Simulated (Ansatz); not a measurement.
# FeP: E(q) by the generalised Bloch theorem, part 2 of 2

Wanted: E(q) and the moments of FeP along a path through the zone.

Ansatz 0.2.0; PBEsol, PAW set soft_1 (files made for PBE).

So far. Step 4 (Collinear start 3: antiferro +-+-): It ends antiferromagnetic, with 0.682 μB on the largest site. Step 6 (Denser mesh): The run ends antiferromagnetic, with a net moment of 0 μB a cell.

**7. q = (0, 0, 0)**

Level of this step: Ansatz DFT, spin spiral by the generalised Bloch theorem, no spin-orbit coupling; PBEsol, PAW set soft_1; PAW set soft_1 (Ansatz).

The reference is the same input at q = 0, so that basis and exchange-correlation form match those at other q. Every q is chosen so that q/2 is a mesh vector: every spiral then samples the k-points of q = 0, and much mesh noise cancels.

File input.yaml:

```yaml
crystal:
  lattice:
    - [5.187, 0.0, 0.0]
    - [0.0, 3.093, 0.0]
    - [0.0, 0.0, 5.793]
  atoms:
    - { symbol: Fe, position: [0.995, 0.75, 0.2], spin: 0.68, spin_axis: [1.0, 0.0, 0.0] }
    - { symbol: Fe, position: [0.005, 0.25, 0.8], spin: 0.68, spin_axis: [-1.0, 0.0, 0.0] }
    - { symbol: Fe, position: [0.505, 0.25, 0.7], spin: 0.68, spin_axis: [1.0, 0.0, 0.0] }
    - { symbol: Fe, position: [0.495, 0.75, 0.3], spin: 0.68, spin_axis: [-1.0, 0.0, 0.0] }
    - { symbol: P, position: [0.81, 0.75, 0.57] }
    - { symbol: P, position: [0.19, 0.25, 0.43] }
    - { symbol: P, position: [0.69, 0.25, 0.07] }
    - { symbol: P, position: [0.31, 0.75, 0.93] }
kpoints:
  mp_grid: { grid: [8, 12, 8] }
hamiltonian:
  xc: pbesol
  pseudopotentials: { kind: paw, azcp: { folder: soft_1 }, xc_functional: pbe }
scf:
  occupations: { method: fermi_dirac, width: 0.05 }
  max_iter: 120
  convergence: { dr2_threshold: 1.0e-08 }
  lower_state_search: "off"
basis:
  ecutwfc: 420.0
magnetization:
  noncollinear: true
  spin_spiral: { q: [0.0, 0.0, 0.0] }
checkpoint:
  read: start
```

Started as:

```sh
$ ansatz run input.yaml --threads 2 --pin off --max-ram 5632MiB --backend cpu --events-out ev --progress --plain --runs-dir out
```

Numbers of over 12 decimals in the logs are rounded to 6 here.

Log:

```text
Warning: checkpoint.read: spin treatment differs: saved collinear, current noncollinear; the saved charge density seeds this run and the saved magnetisation is carried along the axis that this deck's starting moments share; the saved density holds an absolute magnetisation of 3.0e0 μB; saved orbitals and DFT+U occupations are not carried; the saved PAW projector densities are carried along that axis
Warning: checkpoint.read: magnetization.spin_spiral differs: saved none, current q = [0, 0, 0]; the saved state is no spin spiral's: the SCF starts from none of its orbitals and from its density, each atom's moment turned about z as a whole to its place on this deck's spiral. A spiral's own state at q: [0, 0, 0] serves better
[...]
Crystal: 8 atoms, lattice volume = 92.939 Å³
Basis set: ecut = 420 eV, 1817 PW (Γ)
Bands: 102, of which v1, the nominal top of the filled ones, is band 84 counted from 1 (83 counted from 0)
Symmetry: 4 space group operations
k-points: 175 of 768
Spin spiral: q = (0, 0, 0) of the reciprocal vectors; moments are told in the frame that turns with it, a site's in that at the site
[...]
SCF iter   1: F=—  HF=-20761.486437 eV  |F-HF|=—  |Δ(HF+E_count)|=         —  Δρ=2.82e-5  dr2=2.12e-7  dr2_m=1.22e-7  ethr=4.84e-7  |M|=5.39e-7 ∫|m|=3.02e0 μB  |m|>n=0.0e0 m-floor=0.0e0 τ_xc=6.9e-16 mc-row=0.0e0  β_m=0.30  ⟨swp⟩=3.0  Hψ=114051  notcnv=0
eigensolver tolerance schedule: the retry pair's looser diagonalisation over-reported the residual by 1916.10 of it (diagonalisation noise at 0.43 of the residual, at the tolerance the schedule requests for it); recorded, not acted on — ethr = c·dr2/N_el stays at c = 1.0e-1
[...]
spin=Noncollinear: Kerker preconditioning applied to the charge; magnetization (m_x, m_y, m_z) channels mix plain (no charge-response kernel on spin).
SCF iter   2: F=—  HF=-20761.486417 eV  |F-HF|=—  |Δ(HF+E_count)|=   1.93e-5  Δρ=2.05e-5  dr2=7.75e-8  dr2_m=8.96e-8  ethr=2.52e-10  |M|=2.23e-6 ∫|m|=3.02e0 μB  |m|>n=0.0e0 m-floor=0.0e0 τ_xc=3.3e-9 mc-row=0.0e0  β_m=0.62  ⟨swp⟩=2.2  Hψ=32777  notcnv=0
[...]
SCF iter   6: F=-20761.486417 eV  HF=-20761.486417 eV  |F-HF|=3.78e-10  |Δ(HF+E_count)|=  8.37e-11  Δρ=3.85e-6  dr2=1.58e-9  dr2_m=3.16e-9  ethr=1.19e-11  |M|=3.19e-7 ∫|m|=3.02e0 μB  |m|>n=0.0e0 m-floor=0.0e0 τ_xc=5.6e-10 mc-row=0.0e0  ⟨swp⟩=1.4  Hψ=42064  notcnv=0
SCF 1 converged in 6 iterations: F = -20761.486417 eV  dr2 = 1.58e-9
[...]
SCF converged after 6 iterations
Magnetization: |M| = 0.0000 μB,  M = (+0.0000, -0.0000, +0.0000) μB
Absolute magnetization: 3.0227 μB (∫|m|, with the PAW one-centre terms)
  site 0: m = (+0.6804, -0.0000, +0.0000) μB, |m| = 0.6804 μB  (R = 0.93 Å)
  site 1: m = (-0.6804, -0.0000, +0.0000) μB, |m| = 0.6804 μB  (R = 0.93 Å)
  site 2: m = (+0.6804, -0.0000, +0.0000) μB, |m| = 0.6804 μB  (R = 0.93 Å)
  site 3: m = (-0.6804, -0.0000, +0.0000) μB, |m| = 0.6804 μB  (R = 0.93 Å)
  site 4: m = (+0.0002, +0.0000, +0.0000) μB, |m| = 0.0002 μB  (R = 0.93 Å)
  site 5: m = (-0.0002, +0.0000, +0.0000) μB, |m| = 0.0002 μB  (R = 0.93 Å)
  site 6: m = (+0.0002, +0.0000, +0.0000) μB, |m| = 0.0002 μB  (R = 0.93 Å)
  site 7: m = (-0.0002, +0.0000, +0.0000) μB, |m| = 0.0002 μB  (R = 0.93 Å)
Free energy (F): -20761.486417 eV
[...]
Internal energy: -20761.468046 eV  (E = F + TS)
E sigma→0 (E₀):  -20761.477232 eV
Entropy (-TS):   -0.018371 eV (-2.296 meV/atom)
Fermi energy:    16.012302 eV
[...]
```

It took 4.4 min on 2 threads of Arm Neoverse V1, shared host; peak memory 2.4 GiB.

The largest moment is 0.680 μB, against 0.681 μB in the collinear run.

**8. q = (-0.5, -0.5, 0)**

Only q changes. The cell stays that of the crystal, since the generalised Bloch theorem carries the rotation from cell to cell.

input.yaml: that of step 7 with these lines changed.

```diff
@@ -28,3 +28,3 @@
   noncollinear: true
-  spin_spiral: { q: [0.0, 0.0, 0.0] }
+  spin_spiral: { q: [-0.5, -0.5, 0.0] }
 checkpoint:
```

Log:

```text
Warning: checkpoint.read: spin treatment differs: saved collinear, current noncollinear; the saved charge density seeds this run and the saved magnetisation is carried along the axis that this deck's starting moments share; the saved density holds an absolute magnetisation of 3.0e0 μB; saved orbitals and DFT+U occupations are not carried; the saved PAW projector densities are carried along that axis
Warning: checkpoint.read: magnetization.spin_spiral differs: saved none, current q = [-0.5, -0.5, 0]; the saved state is no spin spiral's: the SCF starts from none of its orbitals and from its density, each atom's moment turned about z as a whole to its place on this deck's spiral. A spiral's own state at q: [0, 0, 0] serves better. It can stay in the state that the saved wavevector led to. Under scf.lower_state_sear [...]
Engine: ansatz 0.2.0, aarch64-unknown-linux-gnu
Pseudopotentials: kind: paw
Pseudopotential: Fe, paw, valence charge 16, recommended cutoff 420 eV (normal), soft_1/Fe.paw.azcp
Pseudopotential: P, paw, valence charge 5, recommended cutoff 420 eV (normal), soft_1/P.paw.azcp
Functional definition: PBEsol
  exchange = pbesol_x
  correlation = pbesol_c
Crystal: 8 atoms, lattice volume = 92.939 Å³
Basis set: ecut = 420 eV, 1817 PW (Γ)
Bands: 102, of which v1, the nominal top of the filled ones, is band 84 counted from 1 (83 counted from 0)
Symmetry: 1 space group operations
k-points: 388 of 768
Spin spiral: q = (-0.5, -0.5, 0) of the reciprocal vectors; moments are told in the frame that turns with it, a site's in that at the site
Non-local potential: Fe, projectors of the file, l = 0: 3, l = 1: 2, l = 2: 3, l = 3: 1
Non-local potential: P, projectors of the file, l = 0: 2, l = 1: 2, l = 2: 1
PAW form: soft (Blöchl's): semilocal exchange-correlation on the pseudo side does not see the compensation charge
PAW frozen core: Fe, regenerated for the run's functional, and the local potential with it (the file was generated under x = pbe(κ = 0.804, μ = 0.219515), c = pbe(β = 0.066725))
PAW frozen core: P, regenerated for the run's functional, and the local potential with it (the file was generated under x = pbe(κ = 0.804, μ = 0.219515), c = pbe(β = 0.066725))
PAW one-centre angular grid: Fe, 590 points (default); XC on 64 Gauss nodes
PAW one-centre angular grid: P, 110 points (default); XC on 64 Gauss nodes
Initial density: read from a saved state, or passed on in memory by an earlier SCF of this step, an earlier step, the calling program or the single point that the run made first
Starting moments: Σ|m| = 2.72 μB on 4 of 8 sites; this step starts from the density that it was given
Initial wavefunctions: pseudopotential atomic-orbital guess
Functional: x = pbesol(κ = 0.804, μ = 0.123457), c = pbesol(β = 0.046)
iter 1 solved again at ethr=1.06e-5 eV; its pass at ethr=3.10e-3 eV (dr2=8.91e-3 eV) is discarded
[...]
SCF iter   7: F=—  HF=-20761.337791 eV  |F-HF|=—  |Δ(HF+E_count)|=   6.67e-3  Δρ=1.75e-3  dr2=3.36e-3  dr2_m=7.44e-4  ethr=4.20e-6  |M|=6.15e-4 ∫|m|=1.20e-1 μB  |m|>n=0.0e0 m-floor=0.0e0 τ_xc=1.3e-4 mc-row=0.0e0  β_m=0.75  ⟨swp⟩=3.0  Hψ=77418  notcnv=0  defer=2187
SCF iter   8: F=—  HF=-20761.346328 eV  |F-HF|=—  |Δ(HF+E_count)|=   8.54e-3  Δρ=1.73e-2  dr2=3.68e-1  dr2_m=1.29e-4  ethr=4.00e-6  |M|=4.46e-4 ∫|m|=3.06e-2 μB  |m|>n=0.0e0 m-floor=0.0e0 τ_xc=2.0e-5 mc-row=0.0e0  β_m=0.43  ⟨swp⟩=3.0  Hψ=85313  notcnv=0  defer=2199  recentre
SCF iter   9: F=—  HF=-20761.338519 eV  |F-HF|=—  |Δ(HF+E_count)|=   7.81e-3  Δρ=7.48e-4  dr2=5.99e-4  dr2_m=1.39e-4  ethr=4.00e-6  |M|=2.90e-4 ∫|m|=3.54e-2 μB  |m|>n=0.0e0 m-floor=0.0e0 τ_xc=2.5e-5 mc-row=0.0e0  β_m=0.64  ⟨swp⟩=3.6  Hψ=89350  notcnv=0  defer=2209
[...]
SCF iter  16: F=—  HF=-20761.338739 eV  |F-HF|=—  |Δ(HF+E_count)|=   1.78e-5  Δρ=6.83e-5  dr2=5.73e-6  dr2_m=3.86e-8  ethr=1.14e-8  |M|=4.71e-6 ∫|m|=1.29e-3 μB  |m|>n=0.0e0 m-floor=0.0e0 τ_xc=7.7e-9 mc-row=0.0e0  β_m=0.40  ⟨swp⟩=1.0  Hψ=39484  notcnv=0  defer=2264
SCF iter  17: F=—  HF=-20761.338739 eV  |F-HF|=—  |Δ(HF+E_count)|=   8.28e-8  Δρ=2.85e-5  dr2=9.89e-7  dr2_m=2.23e-8  ethr=6.82e-9  |M|=6.71e-6 ∫|m|=1.11e-3 μB  |m|>n=0.0e0 m-floor=0.0e0 τ_xc=3.4e-9 mc-row=0.0e0  β_m=0.46  ⟨swp⟩=1.0  Hψ=37309  notcnv=0  defer=2264
SCF iter  18: F=—  HF=-20761.338739 eV  |F-HF|=—  |Δ(HF+E_count)|=   1.90e-9  Δρ=2.51e-5  dr2=6.73e-7  dr2_m=1.55e-8  ethr=1.18e-9  |M|=7.99e-6 ∫|m|=9.49e-4 μB  |m|>n=0.0e0 m-floor=0.0e0 τ_xc=2.2e-9 mc-row=0.0e0  β_m=0.45  ⟨swp⟩=1.1  Hψ=37945  notcnv=0  defer=2264
SCF iter  19: F=—  HF=-20761.338739 eV  |F-HF|=—  |Δ(HF+E_count)|=   9.89e-9  Δρ=6.61e-6  dr2=3.27e-8  dr2_m=1.05e-8  ethr=8.01e-10  |M|=8.67e-6 ∫|m|=7.99e-4 μB  |m|>n=0.0e0 m-floor=0.0e0 τ_xc=1.6e-9 mc-row=0.0e0  β_m=0.72  ⟨swp⟩=1.0  Hψ=37307  notcnv=0  defer=2264
SCF iter  20: F=—  HF=-20761.338739 eV  |F-HF|=—  |Δ(HF+E_count)|=   1.37e-8  Δρ=1.39e-5  dr2=2.05e-7  dr2_m=6.73e-9  ethr=3.89e-11  |M|=6.94e-6 ∫|m|=5.74e-4 μB  |m|>n=0.0e0 m-floor=0.0e0 τ_xc=7.4e-10 mc-row=0.0e0  β_m=0.72  ⟨swp⟩=2.9  Hψ=83794  notcnv=0  defer=2264
SCF iter  21: F=—  HF=-20761.338739 eV  |F-HF|=—  |Δ(HF+E_count)|=   1.78e-8  Δρ=2.62e-5  dr2=7.57e-7  dr2_m=1.36e-9  ethr=3.89e-11  |M|=5.32e-6 ∫|m|=2.44e-4 μB  |m|>n=0.0e0 m-floor=0.0e0 τ_xc=1.4e-10 mc-row=0.0e0  β_m=0.51  ⟨swp⟩=2.0  Hψ=52435  notcnv=0  defer=2264  recentre
SCF iter  22: F=—  HF=-20761.338739 eV  |F-HF|=—  |Δ(HF+E_count)|=   2.01e-8  Δρ=6.86e-6  dr2=5.39e-8  dr2_m=1.24e-9  ethr=3.89e-11  |M|=5.69e-6 ∫|m|=2.24e-4 μB  |m|>n=0.0e0 m-floor=0.0e0 τ_xc=1.5e-10 mc-row=0.0e0  β_m=0.44  ⟨swp⟩=2.9  Hψ=82572  notcnv=0  defer=2264
SCF iter  23: F=—  HF=-20761.338739 eV  |F-HF|=—  |Δ(HF+E_count)|=  3.42e-10  Δρ=6.23e-6  dr2=5.00e-8  dr2_m=4.23e-10  ethr=3.89e-11  |M|=4.66e-6 ∫|m|=1.32e-4 μB  |m|>n=0.0e0 m-floor=0.0e0 τ_xc=8.7e-11 mc-row=0.0e0  β_m=0.39  ⟨swp⟩=1.6  Hψ=38605  notcnv=0  defer=2264
iter 24 did not close the SCF: its close was put off for a magnetic moment that had not settled (scf_convergence_deferred on its scf_iter line)
SCF iter  24: F=-20761.338739 eV  HF=-20761.338739 eV  |F-HF|=1.74e-9  |Δ(HF+E_count)|=  5.13e-10  Δρ=1.39e-6  dr2=1.96e-9  dr2_m=2.28e-10  ethr=1.19e-11  |M|=3.56e-6 ∫|m|=1.01e-4 μB  |m|>n=0.0e0 m-floor=0.0e0 τ_xc=1.1e-11 mc-row=0.0e0  β_m=0.65  ⟨swp⟩=1.7  Hψ=93411  notcnv=0
```

Run time: 27 min. Hardware: 2 threads; peak memory 4.9 GiB.

The run was cut off at the time left to it in the session, and no result is taken from it.

**9. q = (-0.5, -0.333, 0)**

input.yaml: that of step 8 with these lines changed.

```diff
@@ -28,3 +28,3 @@
   noncollinear: true
-  spin_spiral: { q: [-0.5, -0.5, 0.0] }
+  spin_spiral: { q: [-0.5, -0.33333333, 0.0] }
 checkpoint:
```

Log:

```text
Warning: checkpoint.read: spin treatment differs: saved collinear, current noncollinear; the saved charge density seeds this run and the saved magnetisation is carried along the axis that this deck's starting moments share; the saved density holds an absolute magnetisation of 3.0e0 μB; saved orbitals and DFT+U occupations are not carried; the saved PAW projector densities are carried along that axis
[...]
SCF iter  23: F=—  HF=-20761.338738 eV  |F-HF|=—  |Δ(HF+E_count)|=   2.79e-7  Δρ=4.37e-5  dr2=2.21e-6  dr2_m=2.29e-7  ethr=2.46e-9  |M|=1.96e-3 ∫|m|=1.66e-2 μB  |m|>n=0.0e0 m-floor=0.0e0 τ_xc=4.6e-7 mc-row=0.0e0  β_m=0.62  ⟨swp⟩=2.0  Hψ=52272  notcnv=0  defer=2362
SCF iter  24: F=—  HF=-20761.338740 eV  |F-HF|=—  |Δ(HF+E_count)|=   2.56e-6  Δρ=2.25e-4  dr2=5.22e-5  dr2_m=6.60e-8  ethr=2.46e-9  |M|=1.95e-3 ∫|m|=7.65e-3 μB  |m|>n=0.0e0 m-floor=0.0e0 τ_xc=9.9e-8 mc-row=0.0e0  β_m=0.30  ⟨swp⟩=3.2  Hψ=77886  notcnv=0  defer=2362  recentre
```

Run time: 27 min. Hardware: 2 threads; peak memory 4.9 GiB.

The run was cut off at the time left to it in the session, and no result is taken from it.

**10. q = (-0.5, -0.167, 0)**

input.yaml: that of step 9 with these lines changed.

```diff
@@ -28,3 +28,3 @@
   noncollinear: true
-  spin_spiral: { q: [-0.5, -0.33333333, 0.0] }
+  spin_spiral: { q: [-0.5, -0.16666667, 0.0] }
 checkpoint:
```

Log:

```text
[...]
Crystal: 8 atoms, lattice volume = 92.939 Å³
Basis set: ecut = 420 eV, 1817 PW (Γ)
Bands: 102, of which v1, the nominal top of the filled ones, is band 84 counted from 1 (83 counted from 0)
Symmetry: 1 space group operations
k-points: 388 of 768
[...]
site 5: m = (-0.0006, -0.0013, +0.0000) μB, |m| = 0.0014 μB  (R = 0.93 Å)
  site 6: m = (+0.0006, +0.0013, +0.0000) μB, |m| = 0.0014 μB  (R = 0.93 Å)
  site 7: m = (-0.0006, +0.0013, +0.0000) μB, |m| = 0.0014 μB  (R = 0.93 Å)
Free energy (F): -20761.412531 eV
[...]
Internal energy: -20761.387018 eV  (E = F + TS)
E sigma→0 (E₀):  -20761.399775 eV
Entropy (-TS):   -0.025513 eV (-3.189 meV/atom)
Fermi energy:    16.004350 eV
[...]
[key lines of the parts left out:]
SCF converged after 21 iterations
Magnetization: |M| = 0.0000 μB,  M = (-0.0000, -0.0000, +0.0000) μB
```

The job ended after 27 min (2 threads; peak memory 4.9 GiB).

The energy of the cell lies 73.9 meV above that at q = 0, and the largest moment is 0.564 μB against 0.680 μB.

[Logs and program files are shortened in this print: banners, set-up blocks, solver, clock and traceback lines can be left out without a mark of their own.]

[Logs are printed without paths, hosts, clocks, repeated set-up lines and the standing remarks that a program may print on its own settings, such as how far it seeks lower states.]

[Hosts, paths, dates, database ids (printed as entryN), source tags and the programs' standing remarks are cut or masked in the printed files.]
